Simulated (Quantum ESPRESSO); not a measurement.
**NaF (Villiaumite): phonons by linear response**

How does NaF (Villiaumite) vibrate, and is this structure a minimum?

Main program and level: Quantum ESPRESSO 7.5; DFT LDA, scalar-relativistic, plane waves, PseudoDojo norm-conserving pseudopotentials.

Most raw output is cut from this account.

## 1. The starting structure

Symmetry: Fm-3m, No. 225, cubic system. Conventional cell: a = 4.640 Å, b = 4.640 Å, c = 4.640 Å, α = 90.00°, β = 90.00°, γ = 90.00°. Nearest to Na lie 6 F at 2.32 Å. Nearest to F lie 6 Na at 2.32 Å. Farther neighbours and most contacts between anions are not listed.

## 2. A probe with smearing

Before anything dear is run, a loose run with smearing shows whether this is a metal and how far the cell is from rest.

The input, probe.in:

```
&CONTROL
  calculation = 'scf'
  prefix      = 'x'
  outdir      = './tmp'
  pseudo_dir  = './pseudo'
  tprnfor     = .true.
  tstress     = .true.
  verbosity   = 'high'
/
&SYSTEM
  ibrav       = 0
  nat         = 2
  ntyp        = 2
  ecutwfc     = 88.0
  occupations = 'smearing'
  smearing    = 'gaussian'
  degauss     = 0.01
/
&ELECTRONS
  conv_thr         = 1.0d-07
  mixing_beta      = 0.7
  electron_maxstep = 100
/
ATOMIC_SPECIES
 Na     22.9898  Na.upf
 F      18.9984  F.upf
CELL_PARAMETERS angstrom
    -2.320000000    0.000000000    2.320000000
     0.000000000    2.320000000    2.320000000
    -2.320000000    2.320000000    0.000000000
ATOMIC_POSITIONS crystal
 Na     0.000000000   0.000000000   0.000000000
 F      0.500000000   0.500000000   0.500000000
K_POINTS automatic
 6 6 6 0 0 0
```

Launch:

```bash
$ OMP_NUM_THREADS=1 mpirun -n 4 pw.x -nk 4 -in probe.in > probe.out
```

Wall time 2.4 s (4 MPI ranks of Arm Neoverse V1, shared host).

Read from the output:

```yaml
volume_per_atom: 12.49 Å³
pressure: -4.479 GPa
gap_on_the_k_mesh: 5.971 eV
```

A gap of 6.0 eV opens on this mesh, so the crystal is taken as an insulator; the start stands at -4.5 GPa.

## 3. Relaxation

The relaxation runs at a cutoff a fifth above that of the response, since stress converges more slowly with the basis than frequencies do. Forces and stress are brought to rest with tight thresholds.

The input, relax.in:

```
&CONTROL
  calculation   = 'vc-relax'
  prefix        = 'x'
  outdir        = './tmp'
  pseudo_dir    = './pseudo'
  tprnfor       = .true.
  tstress       = .true.
  forc_conv_thr = 2.0d-05
  etot_conv_thr = 1.0d-07
  nstep         = 40
/
&SYSTEM
  ibrav       = 0
  nat         = 2
  ntyp        = 2
  ecutwfc     = 106
  occupations = 'fixed'
  nbnd        = 10
/
&ELECTRONS
  conv_thr         = 1.0d-11
  mixing_beta      = 0.7
  electron_maxstep = 100
/
&IONS
/
&CELL
  press_conv_thr = 0.2
/
ATOMIC_SPECIES
 Na     22.9898  Na.upf
 F      18.9984  F.upf
CELL_PARAMETERS angstrom
    -2.320000000    0.000000000    2.320000000
     0.000000000    2.320000000    2.320000000
    -2.320000000    2.320000000    0.000000000
ATOMIC_POSITIONS crystal
 Na     0.000000000   0.000000000   0.000000000
 F      0.500000000   0.500000000   0.500000000
K_POINTS automatic
 8 8 8 0 0 0
```

Launch:

```bash
$ OMP_NUM_THREADS=1 mpirun -n 4 pw.x -nk 4 -in relax.in > relax.out
```

Wall time 29 s (4 MPI ranks).

Step by step:

```
step  energy less that of the first step (eV)  largest force (eV/Å)  pressure (GPa)  volume (Å³)
   1                                   0.0000                0.0000           -4.48        24.97
   2                                  -0.0142                0.0000           -3.53        24.41
   3                                  -0.0283                0.0000           -1.85        23.57
   4                                  -0.0327                0.0000            0.27        22.72
   5                                  -0.0328                0.0000           -0.02        22.82
   6                                  -0.0328                0.0000            0.00        22.82
   7                                  -0.0328                0.0000            0.00        22.82
```

```
conventional cell, symmetrised  before  after  change
                         a (Å)   4.640  4.502  -3.0 %
                         b (Å)   4.640  4.502  -3.0 %
                         c (Å)   4.640  4.502  -3.0 %
              volume (Å³/atom)   12.49  11.41  -8.6 %
```

The relaxed structure:

```cif
data_structure
_symmetry_space_group_name_H-M 'P 1'
_symmetry_Int_Tables_number 1
_cell_length_a 3.1837
_cell_length_b 3.1837
_cell_length_c 3.1837
_cell_angle_alpha 60.000
_cell_angle_beta 60.000
_cell_angle_gamma 60.000
_cell_volume 22.82
loop_
_atom_site_label
_atom_site_type_symbol
_atom_site_fract_x
_atom_site_fract_y
_atom_site_fract_z
_atom_site_occupancy
Na1 Na 0.00000 0.00000 0.00000 1
F2 F 0.50000 0.50000 0.50000 1
```

The last row of the table of steps is pw.x's closing run on a basis chosen anew for the final cell, so its energy can jump.

This step gave:

* volume per atom: 11.41 Å³
* pressure: -0.002 GPa
* gap on the k-mesh: 6.478 eV

The volume changes by -8.6 % from the cell with which this run began.

## 4. Self-consistent run for the response

The response is built on this ground state, so it is converged far tighter than an energy would need. With a gap, occupations are fixed, which also allows the response to an electric field.

The input, scf.in:

```
&CONTROL
  calculation = 'scf'
  prefix      = 'x'
  outdir      = './tmp'
  pseudo_dir  = './pseudo'
  tprnfor     = .true.
  tstress     = .true.
/
&SYSTEM
  ibrav       = 0
  nat         = 2
  ntyp        = 2
  ecutwfc     = 88.0
  occupations = 'fixed'
  nbnd        = 10
/
&ELECTRONS
  conv_thr         = 1.0d-12
  mixing_beta      = 0.7
  electron_maxstep = 100
/
ATOMIC_SPECIES
 Na     22.9898  Na.upf
 F      18.9984  F.upf
CELL_PARAMETERS angstrom
    -2.251215171    0.000000000    2.251215171
     0.000000000    2.251215171    2.251215171
    -2.251215171    2.251215171    0.000000000
ATOMIC_POSITIONS crystal
 Na     0.000000000   0.000000000   0.000000000
 F      0.500000000   0.500000000   0.500000000
K_POINTS automatic
 8 8 8 0 0 0
```

Launch:

```bash
$ OMP_NUM_THREADS=1 mpirun -n 4 pw.x -nk 4 -in scf.in > scf.out
```

Elapsed: 3.3 s, on 4 MPI ranks; 13 s of CPU time.

The cell stands at -0.002 GPa, close enough for phonons.

## 5. Linear response on the mesh

Linear response treats each wavevector in the unit cell, with no supercell; the 4×4×4 mesh fixes the range of the force constants to be had.

The input, ph.in:

```
phonons
&INPUTPH
  prefix = 'x'
  outdir = './tmp'
  fildyn = 'x.dyn'
  tr2_ph = 1.0d-18
  epsil  = .true.
  ldisp  = .true.
  nq1    = 4
  nq2    = 4
  nq3    = 4
/
```

Launch:

```bash
$ OMP_NUM_THREADS=1 mpirun -n 4 ph.x -nk 4 -in ph.in > ph.out
```

The job ended after 19 min (4 MPI ranks; 77 min of CPU time).

This step gave:

- miss of the charge sum rule: 6.90e-4 e
- largest acoustic frequency at the zone centre before the sum rule: 6.38 cm⁻¹
- highest optical zone-centre mode (no LO-TO term): 276.0 cm⁻¹
- lowest optical zone-centre mode: 276.0 cm⁻¹
- mean high-frequency dielectric constant: 1.931
- largest Born charge in size (third of the trace): 0.9991 e
- lowest mode on the q mesh (acoustic ones at the zone centre apart): 102.7 cm⁻¹

Frequencies (cm⁻¹) at each irreducible wavevector; negative means imaginary. Frequencies by wavevector:

```
  q (fractions)  star  mode 1  mode 2  mode 3  mode 4  mode 5  mode 6
          0 0 0     1    6.38    6.38    6.38     276     276     276
       0 0 0.25     8   118.7   118.7   177.6   260.7   260.7     402
       0 0 -0.5     4   197.6   197.6   220.8   220.8   316.9   320.9
    0 0.25 0.25     6   102.7   102.7   218.7   283.3   283.3   358.8
    0 0.25 -0.5    24   159.3   205.8   244.3   266.8   285.9   316.2
   0 0.25 -0.25    12   168.7   195.8   222.7   249.8     292   336.1
    0 -0.5 -0.5     3   144.4   144.4   265.6   290.4   290.4     311
0.25 -0.5 -0.25     6   214.7   214.7   226.3   249.8   300.5   300.5
```

Born charge (rows field, columns displacement), before the sum rule (e), principal values of the symmetric part by kind of site:

```
atom  atoms with these values      low   middle     high     mean
 Na1                        1   0.9991   0.9991   0.9991   0.9991
  F2                        1  -0.9984  -0.9984  -0.9984  -0.9984
```

In full for F2:

```
-0.9984  0.0000  0.0000
 0.0000 -0.9984  0.0000
 0.0000  0.0000 -0.9984
```

High-frequency dielectric tensor:

```
1.93 0.00 0.00
0.00 1.93 0.00
0.00 0.00 1.93
```

The acoustic modes at Γ come out as far as 6.4 cm⁻¹ from zero, where they should vanish, a small numerical error; the Born charges miss their sum rule by 6.9e-4 e, which is good.

## 6. Force constants in real space

The dynamical matrices of the mesh are Fourier-transformed to force constants in real space, after the long-range dipole part is taken out.

The input, q2r.in:

```
&INPUT
  fildyn = 'x.dyn'
  zasr   = 'simple'
  flfrc  = 'x.fc'
/
```

Launch:

```bash
$ q2r.x < q2r.in > q2r.out
```

Elapsed: 0.49 s, on 1 thread.

## 7. Interpolated phonon bands

From the force constants any wavevector is cheap; points of the mesh come back as solved, but for the sum rule and, in polar crystals, the LO-TO term at Γ; the rest is interpolation.

The input, matdyn.in:

```
&INPUT
  asr              = 'simple'
  flfrc            = 'x.fc'
  flfrq            = 'x.freq'
  flvec            = 'x.modes'
  q_in_band_form   = .true.
  q_in_cryst_coord = .true.
/
8
  0.0000000   0.0000000   0.0000000  12  ! GAMMA
  0.0000000   0.5000000   0.5000000  12  ! X
  0.0000000   0.6250000   0.3750000   1  ! U
 -0.3750000   0.3750000   0.0000000  12  ! K
  0.0000000   0.0000000   0.0000000  12  ! GAMMA
  0.0000000   0.5000000  -0.0000000  12  ! L
 -0.2500000   0.5000000   0.2500000  12  ! W
  0.0000000   0.5000000   0.5000000   1  ! X
```

Launch:

```bash
$ matdyn.x -in matdyn.in > matdyn.out
```

The job ended after 0.5 s (1 thread).

Numbers from this step:

* lowest frequency on the path: 0 cm⁻¹

Matdyn.x, sum rule simple. Phonon branches along the path, in cm⁻¹:

```
    point  branch 1  branch 2  branch 3  branch 4  branch 5  branch 6
        Γ         0         0         0       276       276       428
  halfway       102       102       219       283       283       359
        X       144       144       266       290       290       311
  halfway       150       169       259       285       292       309
        U       166       223       239       268       291       305
jump to K       166       223       239       268       291       305
  halfway       126       157       206       240       286       376
        Γ         0         0         0       276       276       428
  halfway       118       118       178       261       261       402
        L       197       197       221       221       317       321
  halfway       193       200       247       255       293       307
        W       215       215       226       250       300       300
  halfway       168       178       252       279       293       308
        X       144       144       266       290       290       311
```

All branches are real along the path.

## 8. Sums over the zone

Sums over the zone need many more wavevectors than were solved, so the interpolation is sampled on a dense mesh.

The input, matdyn.in:

```
&INPUT
  asr    = 'simple'
  flfrc  = 'x.fc'
  dos    = .true.
  fldos  = 'x.dos'
  nk1    = 17
  nk2    = 17
  nk3    = 17
  deltaE = 1.0
/
```

Launch:

```bash
$ matdyn.x -in matdyn.in > matdyn.out
```

Wall time 5.7 s (1 thread).

Read from the output:

```
share of modes beyond 3i cm⁻¹ on the dense interpolated mesh : 0
zero-point energy per atom                                   : 44.65 meV
heat capacity at 300 K                                       : 22.21 J/(mol atoms K)
vibrational entropy at 300 K                                 : 24.07 J/(mol atoms K)
```

The phonon density of states has structure finer than the step of the table below, so its rows give means over 10 cm⁻¹, whole bins alone (the curve runs from 0 to 428 cm⁻¹). Peaks (cm⁻¹: height): total 200.0: 0.0311, 244.0: 0.0393, 292.0: 0.0667, 306.0: 0.0422; F 188.0: 0.00878, 242.0: 0.0221, 292.0: 0.0350, 306.0: 0.0329; Na 188.0: 0.0210, 200.0: 0.0248, 244.0: 0.0177, 292.0: 0.0317, 302.0: 0.0110.

Tetrahedra. The phonon density of states by wavenumber; means over each step; values in 1/cm⁻¹/cell:

```
wavenumber (cm⁻¹)    total        F       Na
               10   1.4e-5   6.0e-6   6.5e-6
               20   5.3e-5   2.2e-5   2.8e-5
               30   2.9e-4   1.3e-4   1.6e-4
               40   5.4e-4   2.4e-4   2.9e-4
               50   9.4e-4   4.2e-4   5.1e-4
               60  0.00144   6.5e-4   8.0e-4
               70  0.00199   8.9e-4  0.00110
               80  0.00280  0.00125  0.00156
               90  0.00364  0.00160  0.00203
              100  0.00476  0.00208  0.00267
              110  0.00607  0.00263  0.00344
              120  0.00777  0.00332  0.00445
              130  0.00990  0.00417  0.00573
              140   0.0134  0.00555  0.00786
              150   0.0181  0.00737   0.0108
              160   0.0198  0.00776   0.0120
              170   0.0212  0.00792   0.0133
              180   0.0243  0.00823   0.0161
              190   0.0273  0.00775   0.0195
              200   0.0258  0.00580   0.0200
              210   0.0184  0.00506   0.0134
              220   0.0125  0.00558  0.00689
              230   0.0282   0.0201  0.00806
              240   0.0357   0.0211   0.0146
              250   0.0293   0.0160   0.0133
              260   0.0381   0.0203   0.0178
              270   0.0417   0.0206   0.0211
              280   0.0447   0.0240   0.0206
              290   0.0515   0.0276   0.0239
              300   0.0251   0.0165  0.00858
              310   0.0240   0.0184  0.00552
              320   0.0109  0.00780  0.00312
              330  0.00907  0.00585  0.00321
              340  0.00737  0.00446  0.00291
              350  0.00642  0.00373  0.00269
              360  0.00565  0.00321  0.00244
              370  0.00504  0.00282  0.00222
              380  0.00442  0.00245  0.00197
              390  0.00380  0.00209  0.00171
              400  0.00318  0.00175  0.00144
              410  0.00247  0.00135  0.00112
              420  0.00153   8.3e-4   6.9e-4
```

Harmonic thermodynamic functions per atom, summed over the density of states scaled to three modes an atom; melting is ignored. Thermodynamic functions:

```
T (K)  F_vib (meV/atom)  S (J/mol-atom/K)  C_V (J/mol-atom/K)
    0             44.65                 0                   0
   50             44.56             0.778               2.458
  100              43.2              4.95               10.56
  200             32.45             15.58                19.4
  300             11.71             24.07               22.21
  400            -16.77             30.64               23.35
  500            -51.35             35.91               23.91
  600            -90.91              40.3               24.21
  700            -134.7             44.05               24.41
  800            -182.1             47.32               24.53
  900            -232.6             50.21               24.62
 1000              -286             52.81               24.68
```

At 300 K the heat capacity has reached 89 % of the Dulong-Petit value.

## 9. Modes with the sum rule

A rigid shift of the crystal must cost nothing, but grids and finite bases break this; the acoustic sum rule is imposed before the matrix is diagonalised again. With Born charges the intensities follow, and the static dielectric tensor.

The input, dynmat.in:

```
&INPUT
  fildyn = 'x.dyn1'
  asr    = 'simple'
  fileig = 'dynmat.eig'
  lperm  = .true.
/
```

Launch:

```bash
$ dynmat.x -in dynmat.in > dynmat.out
```

Elapsed: 0.45 s, on 1 thread.

Numbers from this step:

| Item | Value |
| --- | --- |
| highest optical zone-centre mode (no LO-TO term) | 275.9 cm⁻¹ |
| lowest optical zone-centre mode | 275.9 cm⁻¹ |
| mean static dielectric constant | 4.647 |

Unit eigenvectors of the mass-weighted matrix after the sum rule; no LO-TO term. Modes at Γ, with each element's share of the kinetic energy:

```
mode  frequency (cm⁻¹)  symmetry  Na %  F %
   1               0.0  acoustic    55   45
   2               0.0  acoustic    55   45
   3               0.0  acoustic    55   45
   4             275.9       T1u    45   55
   5             275.9       T1u    45   55
   6             275.9       T1u    45   55
```

Displacements in mode 5 (275.9 cm⁻¹), the largest set to 1:
```
Na1  0.00  0.00 -0.83
F2   0.00  0.00  1.00
```

Degenerate modes summed, no LO-TO term. Infrared lines, with heights relative to the strongest:

```
position (cm⁻¹)  lines merged  label  IR intensity, relative
            276             3    T1u                     100
```

Static dielectric tensor (ions relaxed, fixed cell):

```
4.65 0.00 0.00
0.00 4.65 0.00
0.00 0.00 4.65
```

The rule moves no optical mode by more than 0.1 cm⁻¹.

## 10. Sum rules set otherwise: a sum rule for molecules or wires on a crystal

This rule also removes rotations, which suits wires and not a crystal; it is tried to see the harm.

The input, dynmat.in:

```
&INPUT
  fildyn = 'x.dyn1'
  asr    = 'one-dim'
  fileig = 'dynmat.eig'
  lperm  = .true.
/
```

Launch:

```bash
$ dynmat.x -in dynmat.in > dynmat.out
```

The job ended after 0.45 s (1 thread).

The program raised no error, yet the settings are not those of a careful run.

The fault: a sum rule for molecules or wires on a crystal; 1 optical mode is projected out to zero frequency, as if it were a rotation, and the static dielectric tensor is spoilt.

For a crystal the rule has to be 'simple' or 'crystal'.

Zone-centre frequencies as printed; negative means imaginary. Modes:

```
mode  frequency (cm⁻¹)
   1                 0
   2                 0
   3                 0
   4                 0
   5               276
   6               276
```

## 11. The LO-TO splitting (1 0 0)

A longitudinal polar mode sets up a macroscopic field that stiffens it; the term hangs on the direction from which q goes to zero.

The input, dynmat.in:

```
&INPUT
  fildyn = 'x.dyn1'
  asr    = 'simple'
  fileig = 'dynmat.eig'
  q(1)   = 1.0
  q(2)   = 0.0
  q(3)   = 0.0
/
```

Launch:

```bash
$ dynmat.x -in dynmat.in > dynmat.out
```

The job ended after 0.44 s (1 thread).

Read from the output:

* highest mode moved by the LO-TO term: 428.1 cm⁻¹

Zone-centre frequencies as printed; negative means imaginary. Modes:

```
mode  frequency (cm⁻¹)
   1                 0
   2                 0
   3                 0
   4             275.9
   5             275.9
   6             428.1
```

The field moves one mode, from 276 to 428 cm⁻¹; the others stay.

## 12. The dispersion under another sum rule (asr all)

The sum rule corrects the force constants themselves, so it can shift branches at any wavevector, low ones most.

The input, matdyn.in:

```
&INPUT
  asr              = 'all'
  flfrc            = 'x.fc'
  flfrq            = 'x.freq'
  flvec            = 'x.modes'
  q_in_band_form   = .true.
  q_in_cryst_coord = .true.
/
8
  0.0000000   0.0000000   0.0000000   8  ! GAMMA
  0.0000000   0.5000000   0.5000000   8  ! X
  0.0000000   0.6250000   0.3750000   1  ! U
 -0.3750000   0.3750000   0.0000000   8  ! K
  0.0000000   0.0000000   0.0000000   8  ! GAMMA
  0.0000000   0.5000000  -0.0000000   8  ! L
 -0.2500000   0.5000000   0.2500000   8  ! W
  0.0000000   0.5000000   0.5000000   1  ! X
```

Launch:

```bash
$ matdyn.x -in matdyn.in > matdyn.out
```

Run time: 0.5 s. Hardware: 1 thread.

At the labelled points the branches move by no more than 0.3 cm⁻¹. The log warns that this rule wants the long-range part of the force constants stored apart (write_lr, read_lr) in a polar crystal, which was not done.

## 13. Summary of results

```
space group after relaxation                                       : Fm-3m
volume per atom                                                    : 11.4 Å³
gap on the k-mesh                                                  : 6.48 eV
highest optical zone-centre mode (no LO-TO term)                   : 275.9 cm⁻¹
highest mode moved by the LO-TO term                               : 428.1 cm⁻¹
mean high-frequency dielectric constant                            : 1.93
largest Born charge in size (third of the trace)                   : 0.999 e
mean static dielectric constant                                    : 4.65
q mesh                                                             : 4×4×4
lowest mode on the q mesh (acoustic ones at the zone centre apart) : 102.7 cm⁻¹
zero-point energy per atom                                         : 44.6 meV
heat capacity at 300 K                                             : 22.2 J/(mol atoms K)
vibrational entropy at 300 K                                       : 24.1 J/(mol atoms K)
imaginary modes on the q mesh                                      : none
```

What this shows: NaF (Villiaumite) is dynamically stable on the 4×4×4 mesh; its spectrum reaches 428 cm⁻¹. At the LDA level the optical modes of NaF (Villiaumite) at the zone centre (no LO-TO term) lie at 276 cm⁻¹. Along the directions run, the highest mode that the macroscopic field moves lies at 428 cm⁻¹. Lattice motion raises the mean dielectric constant from 1.931 to 4.647. The Born charge of F is -0.9984 e against a formal charge of -1, close to the ionic value. The Lyddane-Sachs-Teller relation holds: (ωLO/ωTO)² is 2.41 and ε₀/ε∞ is 2.41. These are harmonic frequencies at zero temperature: anharmonic shifts and linewidths and thermal expansion are left out.

[Host names and launcher messages were left out of these logs when they were recorded.]

[Logs are printed without paths, hosts, clocks, repeated set-up lines and the standing remarks that a program may print on its own settings, such as how far it seeks lower states.]

[Hosts, paths, dates, database ids (printed as entryN), source tags and the programs' standing remarks are cut or masked in the printed files.]
